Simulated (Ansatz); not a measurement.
# CoO (Fm-3m): the cell at rest

Wanted: the relaxed cell of CoO (Fm-3m).

Method: DFT PBE+U, scalar-relativistic, plane waves, PAW, in Ansatz 0.2.0.

This is a report of a sequence of runs, with most program output left out.

In doubt: warnings of the run leave room for a lower electronic state (step 3), so energies may not be the lowest and differences between runs may mislead.

### 1. Set-up

The structure is cubic, space group Fm-3m (No. 225). The conventional cell has a = 4.263 Å, b = 4.263 Å, c = 4.263 Å, α = 90.00°, β = 90.00°, γ = 90.00°. Nearest to Co lie 6 O at 2.13 Å. Nearest to O lie 6 Co at 2.13 Å. Farther neighbours and most contacts between anions are not listed.

### 2. A magnetic order at the starting cell, 2 atoms

Phonons depend on the magnetic state, so simple orders are compared first, at the starting cell. This run starts ferromagnetic.

The input, input.yaml:

```yaml
crystal:
  lattice:
    - [0.0, 2.1315, 2.1315]
    - [2.1315, 0.0, 2.1315]
    - [2.1315, 2.1315, 0.0]
  atoms:
    - { symbol: Co, position: [0.0, 0.0, 0.0], spin: 3.0 }
    - { symbol: O, position: [0.5, 0.5, 0.5] }
kpoints:
  mp_grid: { grid: [12, 12, 12] }
hamiltonian:
  xc: pbe
  hubbard: { sites: [{ species: Co, l: d, u_eff: 3.32 }] }
scf:
  occupations: { method: gaussian, width: 0.05 }
  max_iter: 100
output:
  forces: true
  stress: true
  eigenvalues: true
  populations: true
magnetization:
  spin_polarized: true
```

Command:

```console
> ansatz run input.yaml --threads 4 --pin off --max-ram 7168MiB --backend cpu --events-out ev --progress --plain --runs-dir out
```

It took 29 s on 4 threads of Arm Neoverse V1, shared host; peak memory 1.1 GiB; 1.7 min of CPU time.

Numbers from this step:

```
magnetization          : 3.000 μB
absolute magnetization : 3.006 μB
site moments           : 2.601, 0.2310 μB
pressure               : 8.192 GPa
gap on the k-mesh      : 1.256 eV
volume per atom        : 9.684 Å³
gap by spin            : 1.340, 2.151 eV
direct gap on mesh     : 2.128 eV
```

At this level the gap is 1.26 eV on the k-mesh of the self-consistent run, which can miss the band edges. The cell carries a net spin moment of 3.00 μB and an absolute one of 3.01 μB.

### 3. A magnetic order at the starting cell, 4 atoms

Phonons depend on the magnetic state, so simple orders are compared first, at the starting cell. This run starts antiferromagnetic, q = (0.5, 0.5, 0.5).

System of this step: CoO (Fm-3m). Symmetry: Fm-3m, No. 225, cubic system. The conventional cell has a = 4.263 Å, b = 4.263 Å, c = 4.263 Å, α = 90.00°, β = 90.00°, γ = 90.00°. Co has 6 O at 2.13 Å nearest. Nearest to O lie 6 Co at 2.13 Å. Farther neighbours and most contacts between anions are not listed.

input.yaml, the sections that differ from step 2:

```yaml
crystal:
  lattice:
    - [2.1315, 0.0, -2.1315]
    - [2.1315, -2.1315, 0.0]
    - [-2.1315, -2.1315, -4.263]
  atoms:
    - { symbol: Co, position: [0.0, 0.5, 0.5], spin: -3.0 }
    - { symbol: Co, position: [0.0, 0.0, 0.0], spin: 3.0 }
    - { symbol: O, position: [0.5, 0.25, 0.75] }
    - { symbol: O, position: [0.5, 0.75, 0.25] }
# kpoints, hamiltonian, scf, output, magnetization: as in step 2
```

Elapsed: 85 s, on 4 threads; peak memory 3.3 GiB.

This step gave:

| Quantity | Value |
| --- | --- |
| absolute magnetization | 5.476 μB |
| site moments | -2.530, 2.530, 1.41e-16, -1.12e-16 μB |
| pressure | 5.587 GPa |
| gap on the k-mesh | 2.308 eV |
| gap by spin | 2.308, 2.308 eV |
| direct gap on mesh | 2.550 eV |

At this level the gap is 2.31 eV on the k-mesh of the self-consistent run, which can miss the band edges. The cell carries a net spin moment of 0.00 μB and an absolute one of 5.48 μB, so the moments cancel.

### 4. A magnetic order at the starting cell, 4 atoms (run 2)

Phonons depend on the magnetic state, so simple orders are compared first, at the starting cell. This run starts antiferromagnetic, q = (0.5, 0.5, 0).

input.yaml, the sections that differ from step 3:

```yaml
crystal:
  lattice:
    - [2.1315, -2.1315, 0.0]
    - [-2.1315, -2.1315, 0.0]
    - [0.0, 0.0, -4.263]
  atoms:
    - { symbol: Co, position: [0.5, 0.5, 0.5], spin: -3.0 }
    - { symbol: Co, position: [0.0, 0.0, 0.0], spin: 3.0 }
    - { symbol: O, position: [0.5, 0.5, 0.0] }
    - { symbol: O, position: [0.0, 0.0, 0.5] }
kpoints:
  mp_grid: { grid: [10, 10, 8] }
# hamiltonian, scf, output, magnetization: as in step 3
```

Run time: 2.9 min. Hardware: 4 threads; peak memory 2.9 GiB; 11 min of CPU time.

The cell carries a net spin moment of 0.00 μB and an absolute one of 5.72 μB, so the moments cancel.

### 5. The orders compared

An antiferromagnetic start is carried into the relaxation if it ends more than 3 meV per atom below the ferromagnetic start.

Numbers from this step:

- start carried on: antiferromagnetic, q = (0.5, 0.5, 0.5)

Orders, by row:

| starting order | atoms | energy from the first start (meV/atom) | largest moment (μB) | gap on mesh (eV) | net moment of the cell (μB) | order kept |
| --- | --- | --- | --- | --- | --- | --- |
| ferromagnetic | 2 | 0 | 2.6 | 1.26 | 3 | yes |
| antiferromagnetic, q = (0.5, 0.5, 0.5) | 4 | -49 | 2.53 | 2.31 | 0 | yes |
| antiferromagnetic, q = (0.5, 0.5, 0) | 4 | 8.2 | 2.59 | 1.4 | 0 | yes |

The start carried on is the antiferromagnetic, q = (0.5, 0.5, 0.5) one.

### 6. A coarse first look

A quick single point on a coarse mesh tells whether the cell has a gap and how far it is from rest, which sets the k mesh and smearing that follow.

input.yaml, the sections that differ from step 4:

```yaml
crystal:
  lattice:
    - [2.1315, 0.0, -2.1315]
    - [2.1315, -2.1315, 0.0]
    - [-2.1315, -2.1315, -4.263]
  atoms:
    - { symbol: Co, position: [0.0, 0.5, 0.5], spin: -3.0 }
    - { symbol: Co, position: [0.0, 0.0, 0.0], spin: 3.0 }
    - { symbol: O, position: [0.5, 0.25, 0.75] }
    - { symbol: O, position: [0.5, 0.75, 0.25] }
kpoints:
  mp_grid: { grid: [9, 9, 9] }
scf:
  occupations: { method: gaussian, width: 0.1 }
  lower_state_search: "off"
# hamiltonian, output, magnetization: as in step 4
```

Wall time 4.4 s (4 threads); peak memory 0.52 GiB.

Numbers from this step:

| Property | Result |
| --- | --- |
| absolute magnetization | 5.476 μB |
| site moments | -2.530, 2.530, 1.08e-16, -7.90e-17 μB |
| pressure | 5.589 GPa |
| gap on the k-mesh | 2.312 eV |
| gap by spin | 2.312, 2.312 eV |
| direct gap on mesh | 2.575 eV |

The coarse mesh shows a gap of 2.31 eV and a pressure of 5.6 GPa.

### 7. Relaxation

The cell and atoms are relaxed, since residual forces and stress would shift the frequencies.

input.yaml, the sections that differ from step 6:

```yaml
crystal:
  lattice:
    - [2.1315, 0.0, -2.1315]
    - [2.1315, -2.1315, 0.0]
    - [-2.1315, -2.1315, -4.263]
  atoms:
    - { symbol: Co, position: [0.0, 0.5, 0.5], spin: -2.78 }
    - { symbol: Co, position: [0.0, 0.0, 0.0], spin: 2.78 }
    - { symbol: O, position: [0.5, 0.25, 0.75] }
    - { symbol: O, position: [0.5, 0.75, 0.25] }
kpoints:
  mp_grid: { grid: [12, 12, 12] }
scf:
  occupations: { method: gaussian, width: 0.02 }
relax:
  adjacent_minimum: "off"
  f_tol: 0.005
  max_steps: 80
  cell: { stress_tol: 0.05 }
# hamiltonian, output, magnetization: as in step 6
```

The job ended after 44 s (4 threads; peak memory 0.82 GiB).

Step by step:

| step | energy less that of the first step (eV) | largest force component (eV/Å) | pressure (GPa) | volume (Å³) |
| --- | --- | --- | --- | --- |
| 1 | 0.0000 | 0.0000 | 5.59 | 38.74 |
| 2 | -0.0141 | 0.0000 | 2.35 | 39.39 |
| 3 | -0.0156 | 0.0000 | 0.09 | 39.88 |
| 4 | -0.0155 | 0.0000 | 0.00 | 39.90 |
| 5* | -0.0217 | 0.0000 | 0.24 | 39.90 |
| 6 | -0.0215 | 0.0000 | 0.01 | 39.95 |
| 7* | -0.0218 | 0.0000 | 0.01 | 39.95 |

Relaxation steps marked * repeat the geometry before them on a plane-wave basis chosen anew for their cell, so energy and pressure can jump there.

Forces are held to the 12 operations that the run works with; a distortion that breaks them can't arise in this run.

| cell as run | before | after | change |
| --- | --- | --- | --- |
| a (Å) | 3.014 | 3.056 | +1.4 % |
| b (Å) | 3.014 | 3.056 | +1.4 % |
| c (Å) | 5.221 | 5.245 | +0.5 % |
| β (°) | 73.22 | 73.06 | -0.2 % |
| volume (Å³/atom) | 9.68 | 9.99 | +3.1 % |

Final coordinates:

```xyz
4
Lattice="2.1610 0.0000 -2.1610 2.1610 -2.1610 0.0000 -2.1313 -2.1313 -4.2923" Properties=species:S:1:pos:R:3 pbc="T T T"
Co    0.0149   -2.1462   -2.1462
Co    0.0000    0.0000    0.0000
O     0.0223   -2.1387   -4.2997
O     2.1684   -2.1536   -2.1536
```

This step gave:

```
absolute magnetization : 5.499 μB
site moments           : -2.546, 2.546, 1.80e-16, -1.53e-16 μB
pressure               : 0.01290 GPa
gap on the k-mesh      : 2.169 eV
volume per atom        : 9.988 Å³
gap by spin            : 2.169, 2.169 eV
direct gap on mesh     : 2.588 eV
```

In this step the volume went from 9.68 to 9.99 Å³/atom.

### 8. Tight relaxation

Phonons need a cell at rest on their own settings, so the relaxation is repeated with tight tolerances on forces and stress, using the mesh and the filling of the phonon run that follows.

input.yaml, the sections that differ from step 7:

```yaml
crystal:
  lattice:
    - [2.1610139032, 0.0, -2.1610139032]
    - [2.1610139032, -2.1610139032, 0.0]
    - [-2.1312895093, -2.1312895093, -4.2923034124]
  atoms:
    - { symbol: Co, position: [0.0, 0.5, 0.5], spin: -2.8 }
    - { symbol: Co, position: [0.0, 0.0, 0.0], spin: 2.8 }
    - { symbol: O, position: [0.5, 0.25, 0.75] }
    - { symbol: O, position: [0.5, 0.75, 0.25] }
relax:
  adjacent_minimum: "off"
  f_tol: 0.001
  max_steps: 60
  cell: { stress_tol: 0.01 }
# kpoints, hamiltonian, scf, output, magnetization: as in step 7
```

It took 25 s on 4 threads; peak memory 0.84 GiB.

Little changed from the start: no atom moved by 0.005 Å and no cell edge by 0.1 %.

This step gave:

```
site moments : -2.546, 2.546, 5.19e-17, -2.44e-17 μB
pressure     : 0.005811 GPa
```

The forces vanish by symmetry and the pressure is 0.006 GPa, within the tolerances set. The cell now holds 9.99 Å³/atom. Within 0.01 Å the structure now has space group R-3m, not the Fm-3m of the start.

### 9. Results

```
space group after relaxation (within 0.01 Å) : R-3m
lattice constant a                           : 3.056 Å
lattice constant b                           : 3.056 Å
lattice constant c                           : 7.408 Å
volume per atom                              : 9.99 Å³
gap on the k-mesh                            : 2.17 eV
```

What this shows: The forces vanish by symmetry and the pressure is 0.006 GPa, within the tolerances set. The cell now holds 9.99 Å³/atom. Within 0.01 Å the structure now has space group R-3m, not the Fm-3m of the start. The relaxation keeps the symmetry of its start, so it says nothing on stability against lower symmetry. The magnetic order is imposed (antiferromagnetic, q = (0.5, 0.5, 0.5), in the reciprocal basis of the primitive cell) and the runs use its cell of 4 atoms, a multiple of the chemical cell, so that Γ here also holds zone-boundary modes of the chemical cell; it can lower the symmetry of the database entry. The magnetic state is the one that the run reached from its starting moments; a lower one was not ruled out.

[Logs are printed without paths, hosts, clocks, repeated set-up lines and the standing remarks that a program may print on its own settings, such as how far it seeks lower states.]

[Hosts, paths, dates, database ids (printed as entryN), source tags and the programs' standing remarks are cut or masked in the printed files.]
